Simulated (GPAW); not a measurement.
# La2O3 (P-3m1): the La L₃ absorption edge, part 2 of 4

Aim: the dependence of the La L₃ near-edge features of La2O3 (P-3m1) on volume.

GPAW 26.7.0; X-ray absorption from dipole matrix elements to empty bands, plane-wave PAW LDA.

So far. Step 2 (The field without a hole): The mesh shows a gap of 3.82 eV, so the hole is first treated in a charged cell, without the excited electron.

### Step 4. Spectrum with FCH, La atom 1

The holes are 6.8 Å apart. In GPAW the data set carries the hole's charge, so charge=0 means a charged cell and charge=-1 a neutral one. The excited electron is left out and a uniform background balances the charge. After the field has converged, empty bands are computed with the density fixed and the dipole matrix elements are summed.

The absorber has 3 O at 2.36 Å, 1 O at 2.44 Å and 3 O at 2.72 Å (7-fold, site symmetry 3m).

xas.py reads:

```python
import numpy as np
from ase import Atoms
from ase.parallel import parprint, paropen
from gpaw import GPAW, PW, FermiDirac, Mixer, MixerDif, setup_paths
from gpaw.test import gen
setup_paths.insert(0, '.')
gen('La', name='fch2p', xcname='LDA', corehole=(2, 1, 1), write_xml=True)
from gpaw.mpi import world
world.barrier()

atoms = Atoms('La6O9',
    cell=[[-5.89616682, 3.4041535, 0],
     [-5.89616682, -3.4041535, 0],
     [3.93077788, 0, 6.11195352]],
    scaled_positions=[[0.41541189, 0.74874523, 0.24623568],
     [0.74874523, 0.08207856, 0.24623568],
     [0.08207856, 0.41541189, 0.24623568],
     [0.25125477, 0.91792144, 0.75376432],
     [0.58458811, 0.25125477, 0.75376432],
     [0.91792144, 0.58458811, 0.75376432],
     [0, 0, 0],
     [0.33333333, 0.33333333, 0],
     [0.66666667, 0.66666667, 0],
     [0.54863022, 0.88196355, 0.64589065],
     [0.88196355, 0.21529688, 0.64589065],
     [0.21529688, 0.54863022, 0.64589065],
     [0.11803645, 0.78470312, 0.35410935],
     [0.45136978, 0.11803645, 0.35410935],
     [0.78470312, 0.45136978, 0.35410935]],
    pbc=True)
atoms.calc = calc = GPAW(legacy_gpaw=True, mode=PW(500, force_complex_dtype=True), xc='LDA', setups={0: 'fch2p'},
    kpts={'size': (3, 3, 3), 'gamma': True}, occupations=FermiDirac(0.02),
    charge=0, mixer=Mixer(0.1, 5, 50), maxiter=150,
    convergence={'density': 0.0001, 'eigenstates': 1e-6}, txt='scf.txt')
energy = atoms.get_potential_energy() + calc.get_reference_energy()
ef = calc.get_fermi_level()
out = dict(energy=energy, fermi=ef, forces=atoms.get_forces().tolist())
parprint(f'all-electron energy {energy:.4f} eV, Fermi level {ef:.4f} eV')
ev = np.array([[calc.get_eigenvalues(k, s) for k in range(len(calc.get_ibz_k_points()))] for s in range(calc.get_number_of_spins())])
out['homo'], out['lumo'], out['counts'] = ev[ev < ef].max(), ev[ev > ef].min(), sorted(set((ev < ef).sum((0, 2)).tolist()))
out['filled'] = (ev[:, 0] < ef).sum(1).tolist()

from ase.units import Ha
from gpaw.xas import dipole_matrix_elements
nb = int(calc.get_number_of_electrons() / 2) + 179
top, nb = nb, nb + 8 + nb // 12
nscf = calc.fixed_density(kpts={'size': (4, 4, 4), 'gamma': True}, nbands=nb,
    convergence={'bands': top, 'eigenstates': 5e-3}, maxiter=60, txt='nscf.txt')
cell = atoms.cell.array
ops = [cell.T @ U.T @ np.linalg.inv(cell.T) for U in nscf.wfs.kd.symmetry.op_scc]
filled = [60]  # bands filled in the ground state, by spin
E = np.arange(-6, 34, 0.1)
fwhm = np.interp(E, [4, 25], [3.41, 3.5])
Y, X, zero, highest = 0, 0, 1e9, 1e9
for spin in range(nscf.get_number_of_spins()):
    wfs = nscf.wfs
    mine = wfs.bd.get_slice()  # this rank's bands
    A = dipole_matrix_elements(wfs.setups[0])
    eps = np.zeros((wfs.kd.nibzkpts, nb))
    d = np.zeros((3, A.shape[1], wfs.kd.nibzkpts, nb), complex)
    for kpt in wfs.kpt_u:
        if kpt.s == spin and 0 in kpt.P_ani:
            eps[kpt.k, mine] = kpt.eps_n * Ha
            d[:, :, kpt.k, mine] = (kpt.weight * wfs.nspins / 2) ** 0.5 * np.inner(A, kpt.P_ani[0])
    world.sum(eps)
    world.sum(d)
    T = np.einsum('amkn,bmkn->abkn', d, d.conj()).real
    T = sum(np.einsum('ai,ijkn,bj->abkn', R, T, R) for R in ops) / len(ops)
    empty = np.ones_like(eps, bool) & (np.arange(nb) >= filled[spin])
    zero, highest = min(zero, eps[empty].min()), min(highest, eps[:, top - 1].min())
    lines = [(eps, T, empty)] if spin == 0 else lines + [(eps, T, empty)]
for eps, T, empty in lines:
    f = np.einsum('aakn->akn', T).reshape(3, -1)
    x = eps.ravel() - zero
    w = np.interp(x, E, fwhm) / 2.35482
    g = np.exp(-0.5 * ((E[:, None] - x) / w) ** 2) / (w * (2 * np.pi) ** 0.5)
    Y = Y + (f * empty.ravel()) @ g.T
    X = X + (f * ~empty.ravel()) @ g.T
out.update(E=E.round(2).tolist(), xas=Y.tolist(), xes=X.tolist(), zero=zero, valid=highest - zero, nk=len(eps), nb=nb)
for i in range(0, len(E), 10):
    parprint(f'{E[i]:7.2f}', *(f'{v:10.3e}' for v in Y[:, i]))
import json
with paropen('out.json', 'w') as f:
    json.dump(out, f)
```

Run with:

```bash
$ OMP_NUM_THREADS=1 mpirun -n 4 gpaw python xas.py
```

Numbers of over 12 decimals in the logs are rounded to 6 here.

What it wrote:

```text
Input parameters:
  convergence: {density: 0.0001,
                eigenstates: 1e-06}
  kpts: {gamma: True,
         size: (3, 3, 3)}
  maxiter: 150
  mixer: {backend: pulay,
          beta: 0.1,
          method: separate,
          nmaxold: 5,
          weight: 50}
  mode: {ecut: 500.0,
         force_complex_dtype: True,
         name: pw}
  occupations: {fixmagmom: False,
                name: fermi-dirac,
                width: 0.02}
  setups: {0: fch2p}

Initialize ...

[... PAW data sets ...]

Reference energy: -1398166.305190  # eV

Spin-paired calculation

[... convergence settings ...]
Symmetries present (total): 1
  [... symmetry matrices ...]

27 k-points: 3 x 3 x 3 Monkhorst-Pack grid
14 k-points in the irreducible part of the Brillouin zone
       k-points in crystal coordinates                weights
   0:     0.00000000    0.00000000    0.00000000          1/27
   1:     0.00000000    0.00000000    0.33333333          2/27
   2:     0.00000000    0.33333333   -0.33333333          2/27
   3:     0.00000000    0.33333333    0.00000000          2/27
   4:     0.00000000    0.33333333    0.33333333          2/27
   5:     0.33333333   -0.33333333   -0.33333333          2/27
   6:     0.33333333   -0.33333333    0.00000000          2/27
   7:     0.33333333   -0.33333333    0.33333333          2/27
   8:     0.33333333    0.00000000   -0.33333333          2/27
   9:     0.33333333    0.00000000    0.00000000          2/27
          ...
  13:     0.33333333    0.33333333    0.33333333          2/27

Wave functions: Plane wave expansion
  Cutoff energy: 500.000 eV
  Number of coefficients (min, max): 6219, 6244
  Pulay-stress correction: 0.000000 eV/Ang^3 (de/decut=0.000000)
  Using FFTW library
  Wavefunction extrapolation:
    Improved wavefunction reuse through dual PAW basis

Occupation numbers: Fermi-Dirac:
  width: 0.0200  # eV

Eigensolver
   Davidson(niter=2)

Densities:
  Coarse grid: 36*36*40 grid
  Fine grid: 72*72*80 grid
  Total Charge: 1.000000

Density mixing:
  Method: separate
  Backend: pulay
  Linear mixing parameter: 0.1
  old densities: 5
  Width of damping distribution: 1.1
  Damping of long wavelength oscillations: 50

[... Hamiltonian set-up ...]
Number of atoms: 15
Number of atomic orbitals: 146
Number of bands in calculation: 76
Number of valence electrons: 120
Bands to converge: occupied

... initialized

Initializing position-dependent things.

Density initialized from atomic densities
Creating initial wave functions:
  76 bands from LCAO basis set

              La       La
                   O
                 La
             O        O
              O    La  O

             La  O    La
        O         O         O

Atomic positions and initial magnetic moments

Positions:
   0 La    -5.896167   -1.134718    1.504981    ( 0.0000,  0.0000,  0.0000)
   1 La    -3.930778    2.269436    1.504981    ( 0.0000,  0.0000,  0.0000)
   2 La    -1.965389   -1.134718    1.504981    ( 0.0000,  0.0000,  0.0000)
   3 La    -3.930778   -2.269436    4.606972    ( 0.0000,  0.0000,  0.0000)
   4 La    -1.965389    1.134718    4.606972    ( 0.0000,  0.0000,  0.0000)
   5 La    -5.896167    1.134718    4.606972    ( 0.0000,  0.0000,  0.0000)
   6 O      0.000000    0.000000    0.000000    ( 0.0000,  0.0000,  0.0000)
[...]
12 O     -3.930778   -2.269436    2.164300    ( 0.0000,  0.0000,  0.0000)
  13 O     -1.965389    1.134718    2.164300    ( 0.0000,  0.0000,  0.0000)
  14 O     -5.896167    1.134718    2.164300    ( 0.0000,  0.0000,  0.0000)

Unit cell:
           periodic     x           y           z      points  spacing
  1. axis:    yes   -5.896167    3.404154    0.000000    36     0.1559
  2. axis:    yes   -5.896167   -3.404154    0.000000    36     0.1559
  3. axis:    yes    3.930778    0.000000    6.111954    40     0.1528

  Lengths:   6.808307   6.808307   7.266842
  Angles:  117.933742 117.933742  60.000000

Effective grid spacing dv^(1/3) = 0.1679

iter:   1  -168.991813
iter:   2  -160.211676   +0.08  -0.86
iter:   3  -152.853415   +0.74  -0.97
iter:   4  -153.631630   +0.09  -1.33
iter:   5  -153.879935   -0.34  -1.42
iter:   6  -154.114188   -0.33  -1.55
iter:   7  -154.005808   -0.83  -1.92
iter:   8  -153.881986   -1.06  -2.03
iter:   9  -153.984981   -1.32  -2.45
iter:  10  -153.891522   -1.66  -2.16
iter:  11  -153.901783   -1.78  -2.56
iter:  12  -153.903325c  -2.39  -2.55
iter:  13  -153.920498c  -1.61  -2.58
iter:  14  -153.897298c  -2.32  -2.46
iter:  15  -153.900374c  -2.46  -3.07
iter:  16  -153.898648c  -3.20  -2.91
iter:  17  -153.898003c  -2.80  -3.02
iter:  18  -153.897918c  -3.43  -3.17
iter:  19  -153.897646c  -4.03  -3.38
iter:  20  -153.898406c  -3.21  -3.72
iter:  21  -153.897659c  -3.83  -3.25
iter:  22  -153.897684c  -4.34  -4.11c
iter:  23  -153.897690c  -5.04  -4.08c
iter:  24  -153.897694c  -5.29  -4.36c
iter:  25  -153.897694c  -5.75  -4.33c
iter:  26  -153.897693c  -5.82  -4.41c
iter:  27  -153.897693c  -6.17c -4.68c

Converged after 27 iterations.

Dipole moment: (-0.589599, -0.220436, -0.402509) |e|*Ang

Energy contributions relative to reference atoms: (reference = -1398166.305190)

Kinetic:        +71.625674
Potential:      -94.023999
External:        +0.000000
XC:            -128.987774
Entropy (-ST):   -0.000000
Local:           -2.511593
SIC:             +0.000000
--------------------------
Free energy:   -153.897693
Extrapolated:  -153.897693

Showing only first 2 kpts
 Kpt  Band  Eigenvalues  Occupancy
  0    58      7.62108    2.00000
  0    59      7.70069    2.00000
  0    60     11.10594    0.00000
  0    61     11.10594    0.00000

  1    58      7.60893    2.00000
  1    59      7.66720    2.00000
  1    60     11.01931    0.00000
[...]
Fermi level: 8.62577

Gap: 3.270 eV
Transition (v -> c):
  (s=0, k=8, n=59, [0.33, 0.00, -0.33]) -> (s=0, k=1, n=60, [0.00, 0.00, 0.33])
Direct/indirect transitions are different
Direct gap: 3.352 eV
Transition at: (s=0, k=1, n=59, [0.00, 0.00, 0.33])

Forces in eV/Ang:
  0 La    0.00001    0.00001    1.54537
  1 La    0.00002    0.00001    0.14950
  2 La   -0.00001   -0.00001    0.06860
  3 La    0.18850   -0.16756   -0.09463
  4 La   -0.23937   -0.07948   -0.09461
  5 La    0.05084    0.24704   -0.09462
  6 O     0.03131    0.74774    0.51825
[...]
12 O    -1.27694    0.74164   -0.52778
 13 O     1.28096    0.73511   -0.52777
 14 O    -0.00364   -1.47682   -0.52776
Scalar-relativistic atomic LDA calculation for La (Lanthanum, Z=57)
Core hole in 2p state (2p occupation: 5.0)
900 radial gridpoints.
|------------------------------------------------|
|------------------------------------------------|
[... the atom generator's iteration count ...]

Energy contributions:
-------------------------
Kinetic:    +8748.843728
XC:          -189.860018
Potential: -16835.740279
-------------------------
Total:      -8276.756569

state      eigenvalue         ekin         rmax
-----------------------------------------------
1s^2.0 : -1430.090870  1825.605778        0.016
2s^2.0 :  -232.008666   390.335700        0.091
2p^5.0 :  -209.409631   363.783793        0.073
3s^2.0 :   -50.721134   118.184554        0.258
3p^6.0 :   -43.365988   109.424064        0.252
3d^10.0:   -32.759071   101.569137        0.205
4s^2.0 :   -10.742130    36.575866        0.598
4p^6.0 :    -8.291415    32.203369        0.622
4d^10.0:    -4.700273    25.923148        0.649
5s^2.0 :    -1.901609     8.690369        1.359
5p^6.0 :    -1.249815     6.677963        1.511
5d^1.0 :    -0.432767     3.325229        1.975
6s^2.0 :    -0.367734     1.529888        3.343
-----------------------------------------------
(units: Bohr and Hartree)

Generating PAW setup
Kinetic energy of the core from tauc = 9023.334183445437
Cutoffs:
rc(s)=2.300
rc(p)=2.000
rc(d)=1.900
rc(vbar)=1.710
rc(comp)=1.900
rc(nct)=2.300

Kinetic energy of the core states: 8685.010208
Charge: 1.0
Core electrons: 45.0
Valence electrons: 11.0
Pseudo-core charge: 0.181409
Shape function alpha=2.770
Pseudo-electron charge 12.637474
state    eigenvalue         norm
--------------------------------
5s(2) :    -1.901609     1.384701
6s(2) :    -0.367734     1.058792
5p(6) :    -1.249815     1.095522
*p    :    -0.249815
5d(1) :    -0.432767     0.995948
*d    :     0.567233
--------------------------------

Diagonalizing with gridspacing h=0.050

state   all-electron     PAW
-------------------------------
5s:      -1.901609    -1.902574
5p:      -1.249815    -1.250864
5d:      -0.432767    -0.433289
*f:                   -0.052522
-------------------------------
all-electron energy -1398320.2029 eV, Fermi level 8.6258 eV
[...]
31.00  1.823e-06  1.822e-06  1.645e-06
  32.00  1.882e-06  1.881e-06  1.748e-06
  33.00  1.884e-06  1.884e-06  1.790e-06
```

Elapsed: 4.6 min, on 4 MPI ranks of AMD EPYC 7B13 (Zen 3), shared host; peak memory 0.85 GiB.

The La L₃ spectrum, La atom 1, full core hole (charged cell) (energy from the lowest empty level; intensity scaled to a mean of 1 over the first 20 eV; polarised curves are means over the symmetry-equivalent atoms):

| E (eV) | isotropic | ε ⊥ c | ε ∥ c |
| --- | --- | --- | --- |
| -2.0 | 0.40 | 0.40 | 0.41 |
| -1.0 | 1.04 | 1.01 | 1.09 |
| 0.0 | 1.87 | 1.81 | 2.00 |
| 1.0 | 2.54 | 2.47 | 2.67 |
| 2.0 | 2.80 | 2.80 | 2.80 |
| 3.0 | 2.59 | 2.66 | 2.44 |
| 4.0 | 2.02 | 2.11 | 1.83 |
| 5.0 | 1.37 | 1.43 | 1.24 |
| 6.0 | 0.85 | 0.87 | 0.80 |
| 7.0 | 0.51 | 0.50 | 0.54 |
| 8.0 | 0.36 | 0.33 | 0.42 |
| 9.0 | 0.32 | 0.29 | 0.38 |
| 10.0 | 0.35 | 0.34 | 0.38 |
| 11.0 | 0.42 | 0.42 | 0.42 |
| 12.0 | 0.48 | 0.49 | 0.47 |
| 13.0 | 0.53 | 0.54 | 0.53 |
| 14.0 | 0.58 | 0.57 | 0.58 |
| 15.0 | 0.61 | 0.60 | 0.62 |
| 16.0 | 0.62 | 0.61 | 0.63 |
| 17.0 | 0.62 | 0.62 | 0.61 |
| 18.0 | 0.61 | 0.62 | 0.58 |
| 19.0 | 0.60 | 0.62 | 0.56 |
| 20.0 | 0.58 | 0.59 | 0.55 |
| 21.0 | 0.54 | 0.53 | 0.54 |
| 22.0 | 0.50 | 0.48 | 0.55 |
| 23.0 | 0.49 | 0.46 | 0.57 |
| 24.0 | 0.49 | 0.45 | 0.58 |
| 25.0 | 0.50 | 0.47 | 0.56 |
| 26.0 | 0.52 | 0.50 | 0.55 |
| 27.0 | 0.56 | 0.55 | 0.56 |
| 28.0 | 0.61 | 0.62 | 0.59 |
| 29.0 | 0.68 | 0.70 | 0.64 |
| 30.0 | 0.75 | 0.78 | 0.70 |

Main maxima below 29 eV (height): 2.0 eV (2.80) and 16.2 eV (0.62). At an L edge the dipole rule selects empty d (and weakly s) states on the absorber, and the strong line at the onset measures the empty part of its d band.

The energy difference (zero at 5597 eV) isn't read as a photon energy: for so heavy an absorber the terms left out (core spin–orbit splitting, the hole's spin, the functional's error) amount to tens of eV or more.

### Step 5. Reference energy of the supercell

The cell changes for the next run, so it gets a reference energy of its own.

The cell differs from the one that the last finished run ended in (a 6.808 → 6.669 Å, b 6.808 → 6.669 Å, c 7.267 → 7.118 Å).

scf.py reads:

```python
import numpy as np
from ase import Atoms
from ase.parallel import parprint, paropen
from gpaw import GPAW, PW, FermiDirac, Mixer, MixerDif, setup_paths
from gpaw.test import gen
setup_paths.insert(0, '.')
gen('La', name='nch2p', xcname='LDA', corehole=(2, 1, 0), write_xml=True)
from gpaw.mpi import world
world.barrier()

atoms = Atoms('La6O9',
    cell=[[-5.77580311, 3.33466148, 0],
     [-5.77580311, -3.33466148, 0],
     [3.85053541, 0, 5.98718477]],
    scaled_positions=[[0.41541189, 0.74874523, 0.24623568],
     [0.74874523, 0.08207856, 0.24623568],
     [0.08207856, 0.41541189, 0.24623568],
     [0.25125477, 0.91792144, 0.75376432],
     [0.58458811, 0.25125477, 0.75376432],
     [0.91792144, 0.58458811, 0.75376432],
     [0, 0, 0],
     [0.33333333, 0.33333333, 0],
     [0.66666667, 0.66666667, 0],
     [0.54863022, 0.88196355, 0.64589065],
     [0.88196355, 0.21529688, 0.64589065],
     [0.21529688, 0.54863022, 0.64589065],
     [0.11803645, 0.78470312, 0.35410935],
     [0.45136978, 0.11803645, 0.35410935],
     [0.78470312, 0.45136978, 0.35410935]],
    pbc=True)
atoms.calc = calc = GPAW(legacy_gpaw=True, mode=PW(500, force_complex_dtype=True), xc='LDA', setups={0: 'nch2p'},
    kpts={'size': (3, 3, 3), 'gamma': True}, occupations=FermiDirac(0.02),
    charge=0, mixer=Mixer(0.1, 5, 50), maxiter=150,
    convergence={'density': 0.0001, 'eigenstates': 1e-6}, txt='scf.txt')
energy = atoms.get_potential_energy() + calc.get_reference_energy()
ef = calc.get_fermi_level()
out = dict(energy=energy, fermi=ef, forces=atoms.get_forces().tolist())
parprint(f'all-electron energy {energy:.4f} eV, Fermi level {ef:.4f} eV')
ev = np.array([[calc.get_eigenvalues(k, s) for k in range(len(calc.get_ibz_k_points()))] for s in range(calc.get_number_of_spins())])
out['homo'], out['lumo'], out['counts'] = ev[ev < ef].max(), ev[ev > ef].min(), sorted(set((ev < ef).sum((0, 2)).tolist()))
out['filled'] = (ev[:, 0] < ef).sum(1).tolist()
import json
with paropen('out.json', 'w') as f:
    json.dump(out, f)
```

Run with:

```bash
$ OMP_NUM_THREADS=1 mpirun -n 4 gpaw python scf.py
```

What it wrote:

```text
Input parameters:
  convergence: {density: 0.0001,
                eigenstates: 1e-06}
  kpts: {gamma: True,
         size: (3, 3, 3)}
  maxiter: 150
  mixer: {backend: pulay,
          beta: 0.1,
          method: separate,
          nmaxold: 5,
          weight: 50}
  mode: {ecut: 500.0,
         force_complex_dtype: True,
         name: pw}
  occupations: {fixmagmom: False,
                name: fermi-dirac,
[...]
6s(2) :    -0.140036     1.051500
5p(6) :    -0.826369     1.094764
*p    :     0.173631
5d(1) :    -0.117867     0.994321
*d    :     0.882133
--------------------------------

Diagonalizing with gridspacing h=0.050

state   all-electron     PAW
-------------------------------
5s:      -1.434450    -1.435315
5p:      -0.826369    -0.827266
5d:      -0.117867    -0.118176
*f:                    0.054381
-------------------------------
all-electron energy -1403905.8977 eV, Fermi level 9.8006 eV
[key lines of the parts left out:]
Converged after 33 iterations.
Dipole moment: (-0.110033, -0.055617, -0.069996) |e|*Ang
Free energy:   -133.924087
Fermi level: 9.80056
```

Elapsed: 91 s, on 4 MPI ranks; peak memory 0.41 GiB; 6 min of CPU time.

Reference energy: -1403905.898 eV with the cores included.

### Step 6. Spectrum with FCH, La atom 1

Shorter bonds are expected to push antibonding states and scattering resonances up, and longer ones down; the cell is scaled to test that.

Changed against the first core-hole run: volume scale from 1 to 0.94.

Changes to xas.py since step 4:

```diff
@@ -11,5 +11,5 @@
 atoms = Atoms('La6O9',
-    cell=[[-5.89616682, 3.4041535, 0],
-     [-5.89616682, -3.4041535, 0],
-     [3.93077788, 0, 6.11195352]],
+    cell=[[-5.77580311, 3.33466148, 0],
+     [-5.77580311, -3.33466148, 0],
+     [3.85053541, 0, 5.98718477]],
     scaled_positions=[[0.41541189, 0.74874523, 0.24623568],
@@ -44,3 +44,3 @@
 from gpaw.xas import dipole_matrix_elements
-nb = int(calc.get_number_of_electrons() / 2) + 179
+nb = int(calc.get_number_of_electrons() / 2) + 170
 top, nb = nb, nb + 8 + nb // 12
```

Run with:

```bash
$ OMP_NUM_THREADS=1 mpirun -n 4 gpaw python xas.py
```

What it wrote:

```text
Input parameters:
  convergence: {density: 0.0001,
                eigenstates: 1e-06}
  kpts: {gamma: True,
         size: (3, 3, 3)}
  maxiter: 150
  mixer: {backend: pulay,
          beta: 0.1,
          method: separate,
          nmaxold: 5,
          weight: 50}
  mode: {ecut: 500.0,
         force_complex_dtype: True,
         name: pw}
  occupations: {fixmagmom: False,
                name: fermi-dirac,
[...]
*d    :     0.567233
--------------------------------

Diagonalizing with gridspacing h=0.050

state   all-electron     PAW
-------------------------------
5s:      -1.901609    -1.902574
5p:      -1.249815    -1.250864
5d:      -0.432767    -0.433289
*f:                   -0.052522
-------------------------------
all-electron energy -1398321.4467 eV, Fermi level 9.4756 eV
[...]
32.00  1.763e-06  1.763e-06  1.590e-06
  33.00  1.826e-06  1.828e-06  1.679e-06
[key lines of the parts left out:]
Converged after 25 iterations.
Dipole moment: (-0.599610, -0.230822, -0.413742) |e|*Ang
Free energy:   -155.141479
Fermi level: 9.47560
```

Run time: 4.4 min. Hardware: 4 MPI ranks; peak memory 0.81 GiB; 18 min of CPU time.

| E (eV) | first run | this run |
| --- | --- | --- |
| -2.0 | 0.40 | 0.34 |
| -1.0 | 1.04 | 0.89 |
| 0.0 | 1.87 | 1.62 |
| 1.0 | 2.54 | 2.23 |
| 2.0 | 2.80 | 2.57 |
| 3.0 | 2.59 | 2.57 |
| 4.0 | 2.02 | 2.19 |
| 5.0 | 1.37 | 1.60 |
| 6.0 | 0.85 | 1.04 |
| 7.0 | 0.51 | 0.64 |
| 8.0 | 0.36 | 0.41 |
| 9.0 | 0.32 | 0.32 |
| 10.0 | 0.35 | 0.33 |
| 11.0 | 0.42 | 0.38 |
| 12.0 | 0.48 | 0.45 |
| 13.0 | 0.53 | 0.51 |
| 14.0 | 0.58 | 0.55 |
| 15.0 | 0.61 | 0.59 |
| 16.0 | 0.62 | 0.61 |
| 17.0 | 0.62 | 0.62 |
| 18.0 | 0.61 | 0.61 |
| 19.0 | 0.60 | 0.60 |
| 20.0 | 0.58 | 0.60 |
| 21.0 | 0.54 | 0.57 |
| 22.0 | 0.50 | 0.53 |
| 23.0 | 0.49 | 0.49 |
| 24.0 | 0.49 | 0.48 |
| 25.0 | 0.50 | 0.47 |
| 26.0 | 0.52 | 0.47 |
| 27.0 | 0.56 | 0.48 |
| 28.0 | 0.61 | 0.52 |
| 29.0 | 0.68 | 0.57 |

Against the first run the r.m.s. difference is 10 %. The highest intensity below 24 eV goes from 2.0 eV (2.80) to 2.6 eV (2.62).

The photon energy of the zero moves by -0.30 eV.

[end of part 2 of 4]

[Banner, clock and machine lines of the logs are left out without a mark of their own.]

[Logs are printed without paths, hosts, clocks, repeated set-up lines and the standing remarks that a program may print on its own settings, such as how far it seeks lower states.]

[Hosts, paths, dates, database ids (printed as entryN), source tags and the programs' standing remarks are cut or masked in the printed files.]

[Lists of maxima count a maximum above −3 eV only where it reaches 4 % of the highest in the window and stands out from its surroundings by 2 % of it (1.5 % where it reaches 55 %); shoulders and weaker maxima are passed over, and of the rest the first, up to two pre-edge ones and the few strongest are named.]
